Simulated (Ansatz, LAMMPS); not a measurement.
# Aqueous Rb+ and HSO4-, 0.9 mol of salt per kg of water at 360 K (184 atoms): a single point

Wanted: forces, charges and levels of aqueous Rb+ and HSO4-, 0.9 mol of salt per kg of water at 360 K (184 atoms).

Program: Ansatz 0.2.0. Level of theory: Kohn-Sham DFT, PBEsol, PAW (set soft_2), plane waves. Results are calculated unless marked as measured.

## Step 1: The starting structure

The cell holds 184 atoms: 63 O, 1 S, 119 H and 1 Rb. Cell: a = 12.283 Å, b = 12.283 Å, c = 12.283 Å, α = 90.0°, β = 90.0°, γ = 90.0°. 59 H2O, 1 Rb+, 1 HSO4- placed at random, at 1.12 g/cm³; overlaps pushed apart, then 10 ps at 420 K with Joung-Cheatham ions (J. Phys. Chem. B 112, 9020 (2008)); MMFF94 bonds, angles, torsions, charges and radii (Halgren, J. Comput. Chem. 17, 490 (1996)) in harmonic and 12-6 forms; SPC/E water (Berendsen, Grigera and Straatsma, J. Phys. Chem. 91, 6269 (1987)). Snapshot after 20 ps at 360 K and fixed volume.

What the set-up can't give: The network of contacts between molecules at the start is that of the classical potential that made the cell, and needn't be the one that DFT or experiment would give. The functional has no dispersion term, which matters for the binding between molecules or layers. The density was typed from a rule of thumb and may lie off the real one at this temperature. Only the Γ point is sampled, in a cell whose shortest periodic width is 12 Å.

## Step 2: How the cell was made

A classical potential makes the cell, at a small fraction of what the same run would cost in DFT.

This step: classical MD, Joung-Cheatham ions (J. Phys. Chem. B 112, 9020 (2008)); MMFF94 bonds, angles, torsions, charges and radii (Halgren, J. Comput. Chem. 17, 490 (1996)) in harmonic and 12-6 forms; SPC/E water (Berendsen, Grigera and Straatsma, J. Phys. Chem. 91, 6269 (1987)) (LAMMPS 22 Jul 2025 - Update 4).

The input, in.lmp:

```
# aqueous Rb+ and HSO4-, 0.9 mol of salt per kg of water
units real
atom_style full
boundary p p p
bond_style harmonic
angle_style harmonic
dihedral_style opls
improper_style harmonic
special_bonds lj 0 0 0.5 coul 0 0 0.75
read_data data.lmp
neigh_modify delay 0 every 1 check yes one 4000
comm_modify cutoff 12.0
timestep 0.5
thermo_style custom step time temp pe press density
thermo_modify norm yes
# push overlapping molecules apart
pair_style soft 2.6
pair_coeff * * 0.0
variable a equal ramp(1,60)
fix ad all adapt 1 pair soft a * * v_a
velocity all create 420 614441 mom yes dist gaussian
fix lim all nve/limit 0.03
fix lan all langevin 420 420 50 614442 zero yes
thermo 1000
run 3000 post no
unfix ad
pair_style lj/cut/coul/long 9.0
pair_modify mix arithmetic tail yes
pair_coeff 1 1 0.0763 3.0430   # O
pair_coeff 2 2 0.2681 3.4180   # S
pair_coeff 3 3 0.0763 3.0960   # O
pair_coeff 4 4 0.0100 1.2000   # H
pair_coeff 5 5 0.1553 3.1660   # O
pair_coeff 6 6 0.0000 1.0000   # H
# [... 20 lines left out ...]
compute msd all msd com yes
thermo 5000
fix md all nvt temp 360 360 100
run 20000 post no
print "== T360: mean square displacement over the hold $(c_msd[4]:%.2f) A^2"
unfix md
uncompute msd
write_dump all custom T360.dump id type xs ys zs modify sort id
```

Started as:

```console
lmp -in in.lmp -log none -nocite
```

Numbers of over 12 decimals in the logs are rounded to 6 here.

The program printed:

```text
LAMMPS (22 Jul 2025 - Update 4)
Reading data file ...
  orthogonal box = (0 0 0) to (12.28287 12.28287 12.28287)
  184 atoms
  orthogonal box = (0 0 0) to (12.28287 12.28287 12.28287)
  123 bonds
  66 angles
  3 dihedrals
   Step          Time           Temp          PotEng         Press         Density
         0   0              420            0.33124686     10228.727      1.116
      1000   500            434.63316      1.0099752      35313.91       1.116
      2000   1000           425.86034      0.9611776      47110.311      1.116
      3000   1500           400.65038      0.809561       51022.374      1.116
Loop time of 0.216047 s on 1 MPI rank(s) for 3000 steps with 184 atoms
PPPM initialization ...
WARNING: System is not charge neutral, net charge = -0.0001
  G vector (1/distance) = 0.30479088
  grid = 8 8 8
  estimated relative force accuracy = 6.0956796e-05
   Step          Time           Temp          PotEng         Press         Density
[... 14 lines left out ...]
      2000   1000           360.97979     -4.3917876      7873.15        1.116
Loop time of 1.45455 s on 1 MPI rank(s) for 2000 steps with 184 atoms
   Step          Time           Temp          PotEng         Press         Density
      2000   1000           532.73631     -4.8884644      18329.495      1.116
[... 5 lines left out ...]
Loop time of 7.88649 s on 1 MPI rank(s) for 10000 steps with 184 atoms
   Step          Time           Temp          PotEng         Press         Density
[... 4 lines left out ...]
Loop time of 3.91088 s on 1 MPI rank(s) for 5000 steps with 184 atoms
   Step          Time           Temp          PotEng         Press         Density
[... 2 lines left out ...]
     25000   24000          372.62414     -4.8113442      3461.8933      1.116
     30000   29000          344.46378     -4.8748506     -940.30784      1.116
     35000   34000          363.88748     -4.9631978      1981.4052      1.116
     37000   36000          357.64256     -4.9269184      338.24422      1.116
Loop time of 15.4662 s on 1 MPI rank(s) for 20000 steps with 184 atoms
== T360: mean square displacement over the hold 75.71 A^2
```

Run time: 30 s. Hardware: 1 thread of Arm Neoverse V1, shared host; peak memory 0.12 GiB.

The input also reads data.lmp (atoms, bonds and types; not printed here).

## Step 3: Plane-wave single point

The electrons are solved once, with the atoms held.

The input, input.yaml:

```yaml
crystal:
  lattice:
    - [12.28287, 0.0, 0.0]
    - [0.0, 12.28287, 0.0]
    - [0.0, 0.0, 12.28287]
  atoms:
    - { symbol: O, position: [0.18567, 0.30265, 0.52781] }
    - { symbol: S, position: [0.27404, 0.39107, 0.56709] }
    - { symbol: O, position: [0.24281, 0.40589, 0.67967] }
    - { symbol: O, position: [0.26001, 0.49345, 0.51098] }
    - { symbol: O, position: [0.37909, 0.34209, 0.54747] }
    - { symbol: H, position: [0.17905, 0.25308, 0.59209] }
    - { symbol: O, position: [0.42173, 0.05011, 0.69348] }
    - { symbol: H, position: [0.47559, 0.09841, 0.73082] }
    - { symbol: H, position: [0.45505, 0.97688, 0.68098] }
    - { symbol: O, position: [0.74488, 0.75416, 0.69815] }
    - { symbol: H, position: [0.77404, 0.68058, 0.71723] }
    - { symbol: H, position: [0.75197, 0.80366, 0.7624] }
    - { symbol: O, position: [0.31168, 0.67872, 0.61904] }
    - { symbol: H, position: [0.28079, 0.6218, 0.56971] }
    - { symbol: H, position: [0.31861, 0.74895, 0.57845] }
    - { symbol: O, position: [0.7771, 0.11159, 0.78076] }
    - { symbol: H, position: [0.78749, 0.03118, 0.77341] }
    - { symbol: H, position: [0.7106, 0.12639, 0.82533] }
    - { symbol: O, position: [0.82302, 0.48764, 0.93068] }
    - { symbol: H, position: [0.78561, 0.55054, 0.96634] }
    - { symbol: H, position: [0.82013, 0.49663, 0.84982] }
    - { symbol: O, position: [0.0449, 0.12781, 0.16597] }
    - { symbol: H, position: [0.96427, 0.12261, 0.156] }
    - { symbol: H, position: [0.06139, 0.1773, 0.22847] }
    - { symbol: O, position: [0.01689, 0.68321, 0.09398] }
    - { symbol: H, position: [0.94343, 0.71752, 0.08651] }
    - { symbol: H, position: [0.05722, 0.68984, 0.02357] }
    - { symbol: O, position: [0.60375, 0.52585, 0.14852] }
    - { symbol: H, position: [0.68014, 0.55025, 0.13447] }
    - { symbol: H, position: [0.55993, 0.53321, 0.0803] }
    - { symbol: O, position: [0.47978, 0.67757, 0.23727] }
    - { symbol: H, position: [0.5354, 0.62613, 0.20746] }
    [... 146 atom lines left out ...]
    - { symbol: H, position: [0.6162, 0.0234, 0.12834] }
    - { symbol: H, position: [0.64934, 0.99012, 0.25271] }
    - { symbol: O, position: [0.05426, 0.25139, 0.34075] }
    - { symbol: H, position: [0.07217, 0.29103, 0.40957] }
    - { symbol: H, position: [0.9746, 0.25823, 0.32544] }
    - { symbol: Rb, position: [0.17364, 0.29991, 0.02782] }
kpoints:
  mp_grid: { grid: [1, 1, 1] }
hamiltonian:
  xc: pbesol
scf:
  occupations: { method: fixed }
output:
  forces: true
  stress: true
  populations: true
  dos:
    method: { smearing: { sigma: 0.08 } }
    de: 0.1
    projected: { site_lists: { H: [H], O: [O], Rb: [Rb], S: [S] } }
  eigenvalues: true
  write_density: true
  write_potential: true
  volumetric_format: npy
```

Started as:

```console
ansatz run input.yaml --threads 8 --pin off --max-ram 15872MiB --backend cpu --events-out ev --progress --plain --runs-dir out
```

The program printed:

```text
Engine: ansatz 0.2.0, aarch64-unknown-linux-gnu
Pseudopotentials: kind: paw
Pseudopotential: O, paw, valence charge 6, recommended cutoff 420 eV (normal), O.paw.azcp
Pseudopotential: S, paw, valence charge 6, recommended cutoff 420 eV (normal), S.paw.azcp
Pseudopotential: H, paw, valence charge 1, recommended cutoff 420 eV (normal), H.paw.azcp
Pseudopotential: Rb, paw, valence charge 9, recommended cutoff 420 eV (normal), Rb.paw.azcp
[... 3 lines on functional and potentials left out ...]
Crystal: 184 atoms, lattice volume = 1853.103 Å³
Basis set: ecut = 420 eV, 36257 PW (Γ), exchange–correlation on 180×180×180 points (8 copies of the dense FFT grid, shifted against one another)
Bands: 440, of which v1, the nominal top of the filled ones, is band 256 counted from 1 (255 counted from 0)
Symmetry: 1 space group operations
Space group: P1 (ITA 1), of the structure as read, at distance tolerance 1.2e-4 Å
k-points: 1
[... 12 lines on functional and potentials left out ...]
Initial density: superposition of atomic densities (neutral atoms: chi_scale 0, normalization atom), corrected by the library's trained network
Initial wavefunctions: pseudopotential atomic-orbital guess
Functional: x = pbesol(κ = 0.804, μ = 0.123457), c = pbesol(β = 0.046)
SCF iter   1: F=—  HF=-41322.774115 eV  |F-HF|=—  |Δ(HF+E_count)|=         —  Δρ=6.21e-3  dr2=5.72e-1  ethr=1.77e-3  ⟨swp⟩=5.0  Hψ=1583  notcnv=0  defer=182
preconditioner: auto → Resta (q_TF=auto, 2.202 Å⁻¹)  ε∞=2.2  [insulator: Δε(μ)=3.970 eV  Ē_g=17.486 eV  n_scr=340 (ndim 8)  ℏωp=19.4 eV  f_vac=0.258  ε∞_Penn≈2.2]
SCF iter   2: F=—  HF=-41322.589970 eV  |F-HF|=—  |Δ(HF+E_count)|=   1.84e-1  Δρ=2.33e-3  dr2=8.41e-2  ethr=1.12e-4  ⟨swp⟩=2.0  Hψ=700  notcnv=0  defer=182
SCF iter   3: F=—  HF=-41322.570767 eV  |F-HF|=—  |Δ(HF+E_count)|=   1.92e-2  Δρ=1.06e-3  dr2=2.37e-2  ethr=1.64e-5  ⟨swp⟩=3.0  Hψ=453  notcnv=0  defer=182
SCF iter   4: F=—  HF=-41322.569401 eV  |F-HF|=—  |Δ(HF+E_count)|=   1.37e-3  Δρ=3.17e-4  dr2=1.75e-3  ethr=4.63e-6  ⟨swp⟩=3.0  Hψ=458  notcnv=0  defer=182
SCF iter   5: F=—  HF=-41322.569598 eV  |F-HF|=—  |Δ(HF+E_count)|=   1.97e-4  Δρ=1.87e-4  dr2=5.39e-4  ethr=3.41e-7  ⟨swp⟩=2.0  Hψ=764  notcnv=0  defer=182
SCF iter   6: F=—  HF=-41322.569638 eV  |F-HF|=—  |Δ(HF+E_count)|=   3.98e-5  Δρ=5.42e-5  dr2=5.85e-5  ethr=1.05e-7  ⟨swp⟩=2.0  Hψ=521  notcnv=0  defer=182
SCF iter   7: F=—  HF=-41322.573065 eV  |F-HF|=—  |Δ(HF+E_count)|=   3.43e-3  Δρ=2.20e-5  dr2=9.25e-6  ethr=1.14e-8  ⟨swp⟩=3.0  Hψ=580  notcnv=0  defer=178
SCF iter   8: F=—  HF=-41322.573068 eV  |F-HF|=—  |Δ(HF+E_count)|=   3.22e-6  Δρ=7.33e-6  dr2=9.21e-7  ethr=1.81e-9  ⟨swp⟩=2.0  Hψ=518  notcnv=0  defer=179
SCF iter   9: F=—  HF=-41322.573069 eV  |F-HF|=—  |Δ(HF+E_count)|=   1.40e-6  Δρ=2.81e-6  dr2=1.47e-7  ethr=1.80e-10  ⟨swp⟩=2.0  Hψ=516  notcnv=0  defer=179
SCF iter  10: F=-41322.573069 eV  HF=-41322.573069 eV  |F-HF|=1.41e-8  |Δ(HF+E_count)|=   1.21e-7  Δρ=1.66e-6  dr2=4.54e-8  ethr=1.95e-11  ⟨swp⟩=25.0  Hψ=4624  notcnv=0
SCF 1 converged in 10 iterations: F = -41322.573069 eV  dr2 = 4.54e-8
  greatest PAW one-centre occupation: 0.973 electrons in one spin orbital (limit 2), on the Rb atom at site 183 (counted from 0), in its partial waves of l = 0
WARN: The input density's exchange-correlation potential varies sharply where the density is thin. Do not read a vacuum level from v_tot or v_xc, or from such a field of the output density. On a cell that repeats whose density bears no net charge and no dipole along the vacuum's axis use v_es (v_loc + v_h of the components); [...]
SCF converged after 10 iterations
Free energy (F): -41322.573069 eV
Harris-Foulkes:  -41322.573069 eV  (|F-HF|=1.41e-8)
Internal energy: -41322.573069 eV  (E = F + TS)
E sigma→0 (E₀):  -41322.573069 eV
Fermi energy:    -1.859072 eV
--- Per-component energies (eV) ---
  E_band       = -4820.459075
  E_kinetic    = 12891.564745
  E_local      = -40649.883743  (includes V_loc(G=0)·N_el)
  E_nonlocal   = 3449.796036
  E_hartree    = 14636.729256
  E_xc         = -5790.442100
  E_vxc        = -7376.599083  (∫ρ·V_xc dr)
  E_paw        = -12846.525274  (= ΣΔE_a)
  E_vpaw       = -2408.812630  (= ΣTr[D̂ρ^β])
  E_aug_tail   = 0.022623  (compensation charges beyond the density's cutoff)
  E_ewald      = -13016.243372
  E_core_change = 2.408758  (= ΣΔE_core)
  E_smearing   = -0.000000  (= −TS)
  E_closure    = 0.000000  (closes the sum)
  Σ components = -41322.573069   (vs F -41322.573069, Δ=0.00e0)
--- Forces (eV/Å), atoms counted from 1 ---
  atom   1  O      0.22044698     0.92625687    -0.61728732
  atom   2  S     -0.75748555    -0.73178063    -0.64980872
  atom   3  O      0.46008279    -0.38484942     2.08821027
  atom   4  O     -0.47377540     0.55783670    -1.12242406
  atom   5  O      0.94380540    -0.55091902     0.20664603
  atom   6  H      0.21058482    -0.83464320     0.22637404
  atom   7  O      0.33191574     0.92826666    -0.13346712
  atom   8  H     -0.37353260    -1.07713359    -0.17811575
  atom   9  H      0.41493650     0.43201061     0.69871470
  atom  10  O      0.13634799     0.45845354     1.25552724
  atom  11  H     -0.53036147     0.29217836     0.00832406
  atom  12  H      0.12911293    -0.79755572    -0.51926663
  atom  13  O     -0.27767868     0.16645703    -0.57470662
  atom  14  H      0.53574072     0.36926355     0.09245217
[...]
atom 183  H      0.09061545     0.08258751    -0.25536733
  atom 184  Rb    -0.38181668    -0.15671294    -0.02514408
  max |Σ_I F_I| component: 1.45e-5 eV/Å
--- Stress (GPa, compression-positive) ---
       -2.284655      -0.252122       0.098530
       -0.252122      -2.578823       0.139569
        0.098530       0.139569      -1.911957
  P = ⅓ Tr σ = -2.2585 GPa (-22.585 kbar)
--- Band table (eV) ---
  k-point 0: bands = ["-26.0296", "-25.9752", "-22.2096", "-22.0173", [... 424 levels ...], "11.1258", "11.1494", "11.1884", "11.2336", "11.2650", "11.2926", "11.3152", "11.3203", "11.3722", "11.4161", "11.4217", "11.4938"]
--- Löwdin populations: 184 sites ---
  site symbol       q [e]
     0      O      6.6575
     1      S      3.5010
     2      O      6.7417
[...]
183     Rb      8.1298
  spilling = 0.011290 (of n_electrons = 512.000000)
```

Wall time 24 s (8 threads of Arm Neoverse V1, shared host); peak memory 2.6 GiB.

In the SCF lines HF is the Harris–Foulkes energy and dr2 the Hartree energy of the density residual, in eV; the loop may stop once dr2 is under the threshold and the program's other checks hold. Hψ counts applications of the Hamiltonian.

The program notes that the exchange-correlation potential is rough where the density is thin.

The run gave:

```yaml
free_energy: -41322.5731 eV
free_energy_per_atom: -224.5792 eV/atom
scf_cycles: 10
pressure: -2.258 GPa
r_m_s_force_component: 0.517 eV/Å
longest_force: 2.173 eV/Å
fermi_energy: -1.859 eV
spacing_of_highest_filled_and_lowest_empty_level: 3.905 eV
spilling_of_the_projection: 0.01129
```

Neighbours are counted within 1.21 Å (H-O), 3.35 Å (O-Rb), 2.02 Å (O-S).

Length of the force by element and coordination:

| element | coordination | atoms | mean length of the force (eV/Å) | spread | least | most |
| --- | --- | --- | --- | --- | --- | --- |
| H | all | 119 | 0.855 | 0.312 | 0.159 | 1.50 |
| O | all | 63 | 0.778 | 0.383 | 0.127 | 2.17 |
| O | 1 | 3 | 1.54 | 0.456 | 1.11 | 2.17 |
| O | 2 | 56 | 0.740 | 0.339 | 0.127 | 1.56 |
| O | 3 | 4 | 0.734 | 0.300 | 0.483 | 1.24 |
| Rb | all | 1 | 0.413 | 0 | 0.413 | 0.413 |
| S | all | 1 | 1.24 | 0 | 1.24 | 1.24 |

Löwdin charges by element and coordination (they lack the spilled electrons, 0.031 e an atom on average):

| element | coordination | atoms | mean charge (e) | spread | least | most |
| --- | --- | --- | --- | --- | --- | --- |
| H | all | 119 | 0.389 | 0.0112 | 0.359 | 0.428 |
| O | all | 63 | -0.697 | 0.0283 | -0.76 | -0.629 |
| O | 1 | 3 | -0.743 | 0.0077 | -0.753 | -0.735 |
| O | 2 | 56 | -0.691 | 0.0241 | -0.735 | -0.629 |
| O | 3 | 4 | -0.745 | 0.0106 | -0.76 | -0.730 |
| Rb | all | 1 | 0.870 | 0 | 0.870 | 0.870 |
| S | all | 1 | 2.50 | 0 | 2.50 | 2.50 |

Density of states as counts of states in windows of 1 eV (from the Fermi level), total and the larger projections:

| from (eV) | to (eV) | total | O p | H s |
| --- | --- | --- | --- | --- |
| -10 | -9 | 0.0 | 0.0 | 0.0 |
| -9 | -8 | 11.9 | 4.0 | 1.5 |
| -8 | -7 | 42.3 | 29.0 | 12.0 |
| -7 | -6 | 67.9 | 47.2 | 18.6 |
| -6 | -5 | 10.0 | 7.0 | 2.4 |
| -5 | -4 | 23.1 | 18.2 | 2.4 |
| -4 | -3 | 45.8 | 37.6 | 3.4 |
| -3 | -2 | 48.8 | 42.4 | 2.1 |
| -2 | -1 | 75.9 | 73.6 | 0.6 |
| -1 | 0 | 53.0 | 52.1 | 0.2 |
| 0 | 1 | 3.4 | 3.3 | 0.0 |
| 1 | 3 | 0.0 | 0.0 | 0.0 |
| 3 | 4 | 1.8 | 0.1 | 1.1 |
| 4 | 5 | 1.4 | 0.1 | 0.8 |

The curve was stored every 0.10 eV, coarse against its broadening of 0.08 eV, so these counts are rough.

With fixed occupations the program's Fermi level is the highest filled level; weight inside the gap is the broadening of levels at its edges.

Between -25 and -10 eV lie 130 more states.

The levels nearest the highest filled one (over half full), pooled over k-points and spins:

| level less the highest filled one (eV) | occupation |
| --- | --- |
| -0.368 | 2 |
| -0.260 | 2 |
| -0.0641 | 2 |
| -0.0562 | 2 |
| -0.0122 | 2 |
| 0 | 2 |
| 3.90 | 0 |
| 4.96 | 0 |
| 5.10 | 0 |
| 5.23 | 0 |
| 5.39 | 0 |
| 5.52 | 0 |

Electrostatic potential energy in the ac plane at fractional y = 0.300, with atoms of O and H and Rb within 0.2 Å of it. With pseudopotentials it is smooth inside the atoms' cores, unlike the true potential.

Ten even steps from '0' (-42 eV) to '9' (5 eV), each cell a mean:
```
99986223689999999710069999988999999
99998888899999998731379999999999999
99999999999999998888999999999999999
97325999999999999999999999999999999
43001799999999999999999999999878997
35546899999999999999999999997201797
99999999999999999999999999997202899
99999999999999999999999999998548999
99999988889999999999999999999889999
99999867888887899999999999999999999
99998300578853589999999999999964799
99998200488876789999999999999843699
99999867899999987899999999998888999
97358999999999874668999999999899999
97358999999999987203899889999999999
85579998779999998535899889987899988
88899998547999999999999999972389988
99999998300599999867999999987668999
99999999401599999713899999999778999
99999999978999999865799999998668999
99999888999999999975799999999889999
99987445789999999998999878767999999
99872000378999999855899711101699999
99871000278999999832689876312799999
```
Columns run along a (12.3 Å; values clipped at the 3rd and 97th percentile), rows up along c (12.3 Å). Atoms in or near the plane, at fractional coordinates: O at (0.19, 0.53), O at (0.27, 0.24), O at (0.09, 0.81), H at (0.01, 0.78), H at (0.53, 0.22), O at (0.78, 0.04), H at (0.70, 0.05), O at (0.56, 0.96), H at (0.54, 0.03), O at (0.86, 0.75), H at (0.82, 0.30), H at (0.07, 0.41), Rb at (0.17, 0.03).

(Continued in part 2 of 2.)

[Logs are printed without paths, hosts, clocks, repeated set-up lines and the standing remarks that a program may print on its own settings, such as how far it seeks lower states.]

[Hosts, paths, dates, database ids (printed as entryN), source tags and the programs' standing remarks are cut or masked in the printed files.]

[The MMFF94 radii named for the starting cell were scaled by 0.96; in molecules described by MMFF94, hydrogen bound to N, O or S took a small fixed 12-6 site in their place.]
